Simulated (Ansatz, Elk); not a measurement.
# How far do independent atoms describe KLiIBr?, part 2 of 2

The structure of KLiIBr used here is made up (a known structure type with other elements) and was relaxed beforehand with PBEsol. The aim is the Fourier transform of its all-electron density, F(hkl), set beside the sum over free spherical atoms that refinements use.

Elk 11.2.3 (patched build); all-electron DFT.

So far: Set-up; Ground state and structure factors; The highest occupied states alone.

The structure was built from a prototype and need not be the compound's stable phase.

**4. Another functional**

Level of this step: DFT, PBEsol, all-electron APW+lo, Dirac cores, scalar-relativistic bands, static density, no spin (Elk).

The difference from free atoms is small, so it is set against the change that PBEsol makes.

Contents of elk.in:

```
tasks
  0
  195

xctype
  22

spinpol
  .false.

rgkmax
  7.0

gmaxvr
  14.0

lmaxo
  7

lmaxapw
  8

swidth
  0.002

tshift
  .false.

ramdisk
  .false.

hmaxvr
  5.5

maxscl
  120

epspot
  1e-06

sppath
  './'

avec
  8.30432952674 0.00000000000 -0.00000000000
  0.00000000000 8.30432952674 -0.00000000000
  -0.00000000000 -0.00000000000 12.53354302016

atoms
  4
  'I.in'
  1
  0.5000000000 0.5000000000 0.0000000000   0.000000 0.000000 0.000000
  'Br.in'
  1
  -0.0000000000 -0.0000000000 0.5000000000   0.000000 0.000000 0.000000
  'K.in'
  1
  0.5000000000 0.5000000000 0.5000000000   0.000000 0.000000 0.000000
  'Li.in'
  1
  0.0000000000 -0.0000000000 -0.0000000000   0.000000 0.000000 0.000000

ngridk
  5 5 4
```

The run is started by

```bash
OMP_NUM_THREADS=4 elk
```

Numbers of over 12 decimals in the logs are rounded to 6 here.

The program printed:

```text
┌─────────────────────────┐
│ Elk code version 11.2.3 │
└─────────────────────────┘

All units are atomic (Hartree, Bohr, etc.)

┌─────────────────────────────────────────────────┐
│ Ground-state run starting from atomic densities │
└─────────────────────────────────────────────────┘

Lattice vectors :
   8.304329527       0.000000000      -0.000000000
   0.000000000       8.304329527      -0.000000000
  -0.000000000      -0.000000000       12.53354302

Reciprocal lattice vectors :
  0.7566156048       0.000000000       0.000000000
[...]
species : 2 (Br)
   atom 1                    :    33.52553692     (  0.2321008784E-04)
  species : 3 (K)
   atom 1                    :    17.62712680     ( -0.1000173935E-06)
  species : 4 (Li)
   atom 1                    :    2.044813742     (   0.000000000    )
 total in muffin-tins        :    104.1797516
 total calculated charge     :    109.9996841
 total charge                :    110.0000000
 error                       :   0.3158737541E-03

┌──────────────────────────────┐
│ Self-consistent loop stopped │
└──────────────────────────────┘

Warning : core states of species 1 leak from the muffin-tin :   0.2026131935E-03

Wrote STATE.OUT
[key lines of the parts left out:]
total energy                :     -10330.022270434
```

The job ended after 32 s (4 threads of Arm Neoverse V1, shared host; peak memory 0.2 GiB; 64 s of CPU time).

Against the first run R = 0.03 %; the largest change is -0.032 at 002.

**5. A coarser k-mesh**

About half the k-points along each axis test the sampling.

elk.in: that of step 4 with these lines changed.

```diff
@@ -5,3 +5,3 @@
 xctype
-  22
+  20
 
@@ -64,2 +64,2 @@
 ngridk
-  5 5 4
+  2 2 2
```

The run is started by

```bash
OMP_NUM_THREADS=4 elk
```

The program printed:

```text
┌─────────────────────────┐
│ Elk code version 11.2.3 │
└─────────────────────────┘

All units are atomic (Hartree, Bohr, etc.)

┌─────────────────────────────────────────────────┐
│ Ground-state run starting from atomic densities │
└─────────────────────────────────────────────────┘

Lattice vectors :
   8.304329527       0.000000000      -0.000000000
   0.000000000       8.304329527      -0.000000000
  -0.000000000      -0.000000000       12.53354302

Reciprocal lattice vectors :
  0.7566156048       0.000000000       0.000000000
[...]
species : 2 (Br)
   atom 1                    :    33.55040109     (  0.2299627449E-04)
  species : 3 (K)
   atom 1                    :    17.63263429     ( -0.1012685402E-06)
  species : 4 (Li)
   atom 1                    :    2.043471096     (   0.000000000    )
 total in muffin-tins        :    104.2492068
 total calculated charge     :    109.9996821
 total charge                :    110.0000000
 error                       :   0.3178648464E-03

┌──────────────────────────────┐
│ Self-consistent loop stopped │
└──────────────────────────────┘

Warning : core states of species 1 leak from the muffin-tin :   0.2015117405E-03

Wrote STATE.OUT
[key lines of the parts left out:]
total energy                :     -10335.553907598
```

Run time: 26 s. Hardware: 4 threads; peak memory 0.2 GiB.

Against the first run R = 0.01 %; the largest change is +0.037 at 110.

**6. Basis size**

The basis and the expansions that go with it are enlarged, to see whether the differences are converged.

elk.in: that of step 5 with these lines changed.

```diff
@@ -11,12 +11,12 @@
 rgkmax
-  7.0
+  8.5
 
 gmaxvr
-  14.0
+  18.0
 
 lmaxo
-  7
+  9
 
 lmaxapw
-  8
+  10
 
@@ -64,2 +64,2 @@
 ngridk
-  2 2 2
+  5 5 4
```

The run is started by

```bash
OMP_NUM_THREADS=4 elk
```

The program printed:

```text
┌─────────────────────────┐
│ Elk code version 11.2.3 │
└─────────────────────────┘

All units are atomic (Hartree, Bohr, etc.)

┌─────────────────────────────────────────────────┐
│ Ground-state run starting from atomic densities │
└─────────────────────────────────────────────────┘

Lattice vectors :
   8.304329527       0.000000000      -0.000000000
   0.000000000       8.304329527      -0.000000000
  -0.000000000      -0.000000000       12.53354302

Reciprocal lattice vectors :
  0.7566156048       0.000000000       0.000000000
[...]
species : 2 (Br)
   atom 1                    :    33.54442086     (  0.2297794455E-04)
  species : 3 (K)
   atom 1                    :    17.63542220     ( -0.1012457940E-06)
  species : 4 (Li)
   atom 1                    :    2.046574508     (   0.000000000    )
 total in muffin-tins        :    104.2193459
 total calculated charge     :    109.9997799
 total charge                :    110.0000000
 error                       :   0.2201070269E-03

┌──────────────────────────────┐
│ Self-consistent loop stopped │
└──────────────────────────────┘

Warning : core states of species 1 leak from the muffin-tin :   0.2008226324E-03

Wrote STATE.OUT
[key lines of the parts left out:]
total energy                :     -10335.569200883
```

It took 81 s on 4 threads; peak memory 0.44 GiB; 2.8 min of CPU time.

Against the first run R = 0.00 %; the largest change is -0.004 at 402.

**7. Settings against the effect**

```
                              run  R against the first run (%)  R against neutral atoms, low angle (%)  wall time
                    PBE, rgkmax 7                         0.00                                    0.25       32 s
                           PBEsol                         0.03                                    0.24       32 s
                     k-mesh 2×2×2                         0.01                                    0.27       26 s
rgkmax 8.5 with larger expansions                         0.00                                    0.25       81 s
```

**8. Results**

```yaml
r_against_neutral_atoms_sin_theta_lambda_0p3_a_minus1: 0.25 %
r_against_neutral_atoms_0p3_to_0p71_a_minus1: 0.16 %
r_against_ions_below_0p3_a_minus1: 0.13 %
```

**Reading.** Independent neutral atoms miss the calculated amplitudes by R = 0.25 % below 0.3 Å⁻¹ and 0.16 % from there to 0.71 Å⁻¹; by shells, 0.50 % below 0.15 Å⁻¹ (3 forms), 0.22 % 0.15 to 0.3 (14 forms), 0.16 % 0.3 to 0.45 (27 forms), 0.16 % above 0.45 (105 forms). Bonding, aspherical density and the tables' own atoms all enter these figures, and the runs don't part them. The largest change of an amplitude is +0.34 electrons, at 002. Formal ions give R = 0.13 % at low angle, nearer than neutral atoms. The window's part falls from 12.0 electrons at the origin to at most 0.20 between 0.45 and 0.71 Å⁻¹. Below 0.3 Å⁻¹ the changes that finished (PBEsol, k-mesh 2×2×2 and rgkmax 8.5 with larger expansions) move F by R = 0.03 % at most, against the 0.25 % that separates it from free atoms. Part of the difference isn't bonding: the tables are fits to free atoms and ions calculated by other methods than this functional. Thermal motion, anomalous dispersion and extinction are left out.

[Logs are printed without paths, hosts, clocks, repeated set-up lines and the standing remarks that a program may print on its own settings, such as how far it seeks lower states.]

[Hosts, paths, dates, database ids (printed as entryN), source tags and the programs' standing remarks are cut or masked in the printed files.]
